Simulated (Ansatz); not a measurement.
# Ge wire along [100], 37 atoms a period, H-terminated: bands by functional, part 2 of 2

Wanted: the relaxed geometry and the bands of the Ge wire along [100], 37 atoms a period, H-terminated.

Ansatz 0.2.0; DFT PBE, plane waves, PAW; relaxation of a wire's period; PAW set soft_1 (the session's first sound run).

So far. Step 2 (Relaxing the period): The cell's length comes to 5.795 Å with spin left out.

## (3) The wire at its relaxed period

This step: DFT PBE, plane waves, PAW; bands of a perfect wire; PAW set soft_1 (Ansatz 0.2.0).

At the relaxed period the bands are computed along the axis; those that cross an energy going forward count the channels that a perfect wire would open there.

input.yaml

```yaml
crystal:
  lattice:
    - [20.121, 0.0, 0.0]
    - [0.0, 20.121, 0.0]
    - [0.0, 0.0, 5.7950344382]
  atoms:
    - { symbol: Ge, position: [0.217507422, 0.3500458, 0.030468079] }
    - { symbol: Ge, position: [0.217507422, 0.649970742, 0.969531921] }
    - { symbol: Ge, position: [0.3500458, 0.217507422, 0.030468079] }
    - { symbol: Ge, position: [0.357004229, 0.500008271, 0.0] }
    - { symbol: Ge, position: [0.3500458, 0.782509119, 0.969531921] }
    - { symbol: Ge, position: [0.500008271, 0.357004229, 0.0] }
    - { symbol: Ge, position: [0.500008271, 0.643012313, 0.0] }
    - { symbol: Ge, position: [0.649970742, 0.217507422, 0.969531921] }
    - { symbol: Ge, position: [0.643012313, 0.500008271, 0.0] }
    - { symbol: Ge, position: [0.649970742, 0.782509119, 0.030468079] }
    - { symbol: Ge, position: [0.782509119, 0.3500458, 0.969531921] }
    - { symbol: Ge, position: [0.782509119, 0.649970742, 0.030468079] }
    - { symbol: H, position: [0.188548802, 0.299015407, 0.204092679] }
    - { symbol: H, position: [0.158060692, 0.614611548, 0.08509949] }
    - { symbol: H, position: [0.299015407, 0.188548802, 0.204092679] }
    - { symbol: H, position: [0.385404994, 0.84195585, 0.08509949] }
    - { symbol: H, position: [0.614611548, 0.158060692, 0.08509949] }
    - { symbol: H, position: [0.701001135, 0.81146774, 0.204092679] }
    - { symbol: H, position: [0.84195585, 0.385404994, 0.08509949] }
    - { symbol: H, position: [0.81146774, 0.701001135, 0.204092679] }
    - { symbol: Ge, position: [0.286649828, 0.428402627, 0.252963929] }
    - { symbol: Ge, position: [0.287379197, 0.712637344, 0.241388372] }
    - { symbol: Ge, position: [0.428402627, 0.286649828, 0.252963929] }
    - { symbol: Ge, position: [0.428915245, 0.571101296, 0.248339898] }
    - { symbol: Ge, position: [0.571101296, 0.428915245, 0.248339898] }
    - { symbol: Ge, position: [0.571613915, 0.713366713, 0.252963929] }
    - { symbol: Ge, position: [0.712637344, 0.287379197, 0.241388372] }
    - { symbol: Ge, position: [0.713366713, 0.571613915, 0.252963929] }
    - { symbol: H, position: [0.171435951, 0.543674941, 0.348999057] }
    - { symbol: H, position: [0.4563416, 0.828580591, 0.348999057] }
    - { symbol: H, position: [0.543674941, 0.171435951, 0.348999057] }
    - { symbol: H, position: [0.828580591, 0.4563416, 0.348999057] }
    - { symbol: H, position: [0.242217308, 0.757799234, 0.392430293] }
    - { symbol: H, position: [0.757799234, 0.242217308, 0.392430293] }
    - { symbol: Ge, position: [0.217335245, 0.500008271, 0.5] }
    - { symbol: Ge, position: [0.357903096, 0.357903096, 0.50463046] }
    - { symbol: Ge, position: [0.357903096, 0.642113446, 0.49536954] }
    - { symbol: Ge, position: [0.500008271, 0.217335245, 0.5] }
    - { symbol: Ge, position: [0.500008271, 0.500008271, 0.5] }
    - { symbol: Ge, position: [0.500008271, 0.782681297, 0.5] }
    - { symbol: Ge, position: [0.642113446, 0.357903096, 0.49536954] }
    - { symbol: Ge, position: [0.642113446, 0.642113446, 0.50463046] }
    - { symbol: Ge, position: [0.782681297, 0.500008271, 0.5] }
    - { symbol: H, position: [0.242217308, 0.242217308, 0.607569707] }
    - { symbol: H, position: [0.757799234, 0.757799234, 0.607569707] }
    - { symbol: H, position: [0.171435951, 0.4563416, 0.651000943] }
    - { symbol: H, position: [0.4563416, 0.171435951, 0.651000943] }
    - { symbol: H, position: [0.543674941, 0.828580591, 0.651000943] }
    - { symbol: H, position: [0.828580591, 0.543674941, 0.651000943] }
    - { symbol: Ge, position: [0.287379197, 0.287379197, 0.758611628] }
    - { symbol: Ge, position: [0.286649828, 0.571613915, 0.747036071] }
    - { symbol: Ge, position: [0.428915245, 0.428915245, 0.751660102] }
    - { symbol: Ge, position: [0.428402627, 0.713366713, 0.747036071] }
    - { symbol: Ge, position: [0.571613915, 0.286649828, 0.747036071] }
    - { symbol: Ge, position: [0.571101296, 0.571101296, 0.751660102] }
    - { symbol: Ge, position: [0.713366713, 0.428402627, 0.747036071] }
    - { symbol: Ge, position: [0.712637344, 0.712637344, 0.758611628] }
    - { symbol: H, position: [0.158060692, 0.385404994, 0.91490051] }
    - { symbol: H, position: [0.188548802, 0.701001135, 0.795907321] }
    - { symbol: H, position: [0.299015407, 0.81146774, 0.795907321] }
    - { symbol: H, position: [0.385404994, 0.158060692, 0.91490051] }
    - { symbol: H, position: [0.614611548, 0.84195585, 0.91490051] }
    - { symbol: H, position: [0.701001135, 0.188548802, 0.795907321] }
    - { symbol: H, position: [0.81146774, 0.299015407, 0.795907321] }
    - { symbol: H, position: [0.84195585, 0.614611548, 0.91490051] }
kpoints:
  mp_grid: { grid: [1, 1, 14] }
  band_path: { path: ["Γ", Z], npoints: 90 }
scf:
  occupations: { method: fermi_dirac, width: 0.05 }
hamiltonian:
  xc: pbe
  pseudopotentials: { kind: paw, azcp: { folder: soft_1 } }
output:
  dos: { e_range: [-5, 4] }
  write_potential: true
  write_density: true
  volumetric_format: npy
```

On the command line:

```console
ansatz run input.yaml --threads 4 --pin off --max-ram 16384MiB --backend cpu --events-out ev --progress --plain --runs-dir out
```

Numbers of over 12 decimals in the logs are rounded to 6 here.

The log of the run:

```text
[...]
Crystal: 65 atoms, lattice volume = 2346.147 Å³
Basis set: ecut = 420 eV, 45899 PW (Γ)
Bands: 338, of which v1, the nominal top of the filled ones, is band 273 counted from 1 (272 counted from 0)
Symmetry: 8 space group operations
[...]
k-points: 8 of 14
[...]
SCF iter   1: F=—  HF=-159359.556942 eV  |F-HF|=—  |Δ(HF+E_count)|=         —  Δρ=3.71e-2  dr2=2.70e1  ethr=3.10e-3  ⟨swp⟩=6.0  Hψ=10166  notcnv=0  defer=163
[...]
SCF iter  11: F=-159352.606589 eV  HF=-159352.606589 eV  |F-HF|=7.48e-9  |Δ(HF+E_count)|=   2.67e-8  Δρ=8.32e-7  dr2=1.07e-8  ethr=1.83e-11  ⟨swp⟩=13.0  Hψ=11205  notcnv=0
SCF 1 converged in 11 iterations: F = -159352.606589 eV  dr2 = 1.07e-8
[...]
NSCF: frozen V_eff on 91 k-points
WARN: pass on a band path, mesh or list of k-points: the 91 k-points are solved 3 at a time at the most, because the 14.40 GiB of host memory that the pass is priced against does not hold them all with the solver's workspace as planned. The pass can take longer, above all where fewer k-points are solved at a time than the run has threads. As a rule a larger memory budget leaves room for more at once. The budget is what a run with no `--max-ram-frac` typed is planned for, 0.8 of the host's memory or its container's limit. More memory there lifts it, and so does a share over 0.88 that is typed (of such a share the budget is ten elevenths): [rest of the remark cut]
WARN: The input density's exchange-correlation potential varies sharply where the density is thin. Do not read a vacuum level from v_tot or v_xc, or from such a field of the output density. On a cell that repeats whose density bears no net charge and no dipole along the vacuum's axis use v_es (v_loc + v_h of the components); under efield.dipole_correction with no amplitude use v_es + v_field, which holds any external [...]
SCF converged after 11 iterations
the last check of whether an eigenvalue changes by more than its tolerance under the output density was not made (no_room)
Free energy (F): -159352.606589 eV
[...]
Internal energy: -159352.606589 eV  (E = F + TS)
E sigma→0 (E₀):  -159352.606589 eV
Fermi energy:    0.579567 eV
[...]
--- Band table (eV; the first three rows and the last of 8) ---
  k-point 0: bands = [... 269 lower, -0.6135, -0.4622, -0.4622, -0.3499, 1.5886, 1.8217, 1.8217, 1.9614, ... 61 higher]
  k-point 1: bands = [... 269 lower, -0.6644, -0.4691, -0.4691, -0.3776, 1.6329, 1.8712, 1.8712, 1.9824, ... 61 higher]
  k-point 2: bands = [... 269 lower, -0.7935, -0.4807, -0.4807, -0.4577, 1.7538, 1.9750, 1.9750, 2.0365, ... 61 higher]
  k-point 7: bands = [... 269 lower, -1.0930, -1.0930, -1.0012, -0.9959, 1.4946, 1.6106, 1.6106, 1.7305, ... 61 higher]
```

Elapsed: 63 min, on 4 threads of Arm Neoverse V1, shared host; peak memory 13 GiB.

Numbers from this step:

```
band gap : 1.845 eV
```

Electronic bands along the path, in eV, zero at the Fermi level; v1 is the highest filled band, c1 the lowest empty one:

```
  point     v4     v3     v2     v1    c1    c2    c3    c4
      Γ  -1.19  -1.04  -1.04  -0.93  1.01  1.24  1.24  1.38
halfway  -1.48  -1.22  -1.11  -1.11  1.26  1.26  1.27  1.42
      Z  -1.67  -1.67  -1.58  -1.58  0.92  1.03  1.03  1.15
```

The gap is 1.84 eV, with spin left out.

The path shows an indirect gap of 1.84 eV (valence top at Γ, conduction bottom at Z). The least direct gap is 1.94 eV.

## (4) Another level of theory, cutoff 500 eV, k-mesh 1×1×11

This step: DFT r2SCAN, plane waves, PAW; bands of a perfect wire at the PBE geometry; PAW set soft_1 (Ansatz 0.2.0).

The atoms stay at the PBE geometry and the functional changes. r2SCAN also reads the kinetic-energy density; it often gives larger moments and wider gaps than PBE, at a higher cost. Against the first PBE run of this kind, the cutoff is 500 eV against 420 and the mesh along the wire has 11 points against 14.

input.yaml, as its differences from that of step 3:

```diff
@@ -72,3 +72,3 @@
 kpoints:
-  mp_grid: { grid: [1, 1, 14] }
+  mp_grid: { grid: [1, 1, 11] }
   band_path: { path: ["Γ", Z], npoints: 90 }
@@ -77,8 +77,3 @@
 hamiltonian:
-  xc: pbe
+  xc: r2scan
   pseudopotentials: { kind: paw, azcp: { folder: soft_1 } }
-output:
-  dos: { e_range: [-5, 4] }
-  write_potential: true
-  write_density: true
-  volumetric_format: npy
```

The log of the run:

```text
[...]
Crystal: 65 atoms, lattice volume = 2346.147 Å³
Basis set: ecut = 500 eV, 59577 PW (Γ), exchange–correlation on 600×600×180 points (64 copies of the dense FFT grid, shifted against one another)
Bands: 338, of which v1, the nominal top of the filled ones, is band 273 counted from 1 (272 counted from 0)
Symmetry: 8 space group operations
[...]
k-points: 6 of 11
[...]
SCF iter   1: F=—  HF=-159651.015743 eV  |F-HF|=—  |Δ(HF+E_count)|=         —  Δρ=3.65e-2  dr2=2.52e1  dr2_τ=2.14e-1  ethr=3.10e-3  ⟨swp⟩=6.0  Hψ=7633  notcnv=0  defer=167
[...]
SCF iter  10: F=-159647.532949 eV  HF=-159647.532949 eV  |F-HF|=1.08e-8  |Δ(HF+E_count)|=   4.14e-7  Δρ=1.18e-6  dr2=4.89e-8  dr2_τ=7.19e-10  ethr=1.83e-11  ⟨swp⟩=13.5  Hψ=10333  notcnv=0
SCF 1 converged in 10 iterations: F = -159647.532949 eV  dr2 = 4.89e-8
[...]
SCF converged after 10 iterations
Free energy (F): -159647.532949 eV
[...]
Internal energy: -159647.532949 eV  (E = F + TS)
E sigma→0 (E₀):  -159647.532949 eV
Fermi energy:    0.539709 eV
[...]
--- Band table (eV; the first three rows and the last of 6) ---
  k-point 0: bands = [... 269 lower, -0.8315, -0.6558, -0.6558, -0.5482, 1.7723, 1.8786, 1.8786, 2.0310, ... 61 higher]
  k-point 1: bands = [... 269 lower, -0.9134, -0.6675, -0.6675, -0.5913, 1.8342, 1.9608, 1.9608, 2.0666, ... 61 higher]
  k-point 2: bands = [... 269 lower, -1.0912, -0.7143, -0.6899, -0.6899, 1.9738, 2.0629, 2.0629, 2.1528, ... 61 higher]
  k-point 5: bands = [... 269 lower, -1.2528, -1.2504, -1.2504, -1.1576, 1.6278, 1.7388, 1.7388, 1.8288, ... 61 higher]
```

Run time: 1.6 h. Hardware: 4 threads; peak memory 12 GiB.

This step gave:

```yaml
band_gap: 2.155 eV
```

Electronic bands along the path, in eV, zero at the Fermi level; v1 is the highest filled band, c1 the lowest empty one:

```
  point     v4     v3     v2     v1    c1    c2    c3    c4
      Γ  -1.37  -1.20  -1.20  -1.09  1.23  1.34  1.34  1.49
halfway  -1.66  -1.38  -1.28  -1.28  1.43  1.43  1.43  1.57
      Z  -1.87  -1.87  -1.78  -1.77  1.07  1.18  1.18  1.31
```

The gap is 2.16 eV, against 1.84 eV under PBE at the relaxed period.

## (5) Summary of results

```yaml
cell_length_pbe: 5.795 Å
gap_pbe: 1.84 eV
gap_r2scan: 2.16 eV
```

Under PBE the cell's length is 5.80 Å, and a gap of 1.84 eV makes it a semiconductor. At the relaxed period the wire is gapped under every functional, from 1.84 eV (PBE) to 2.16 eV (r2SCAN). Weak screening in one dimension makes quasiparticle gaps larger than the semilocal gaps, as a rule.

[Logs are printed without paths, hosts, clocks, repeated set-up lines and the standing remarks that a program may print on its own settings, such as how far it seeks lower states.]

[Hosts, paths, dates, database ids (printed as entryN), source tags and the programs' standing remarks are cut or masked in the printed files.]
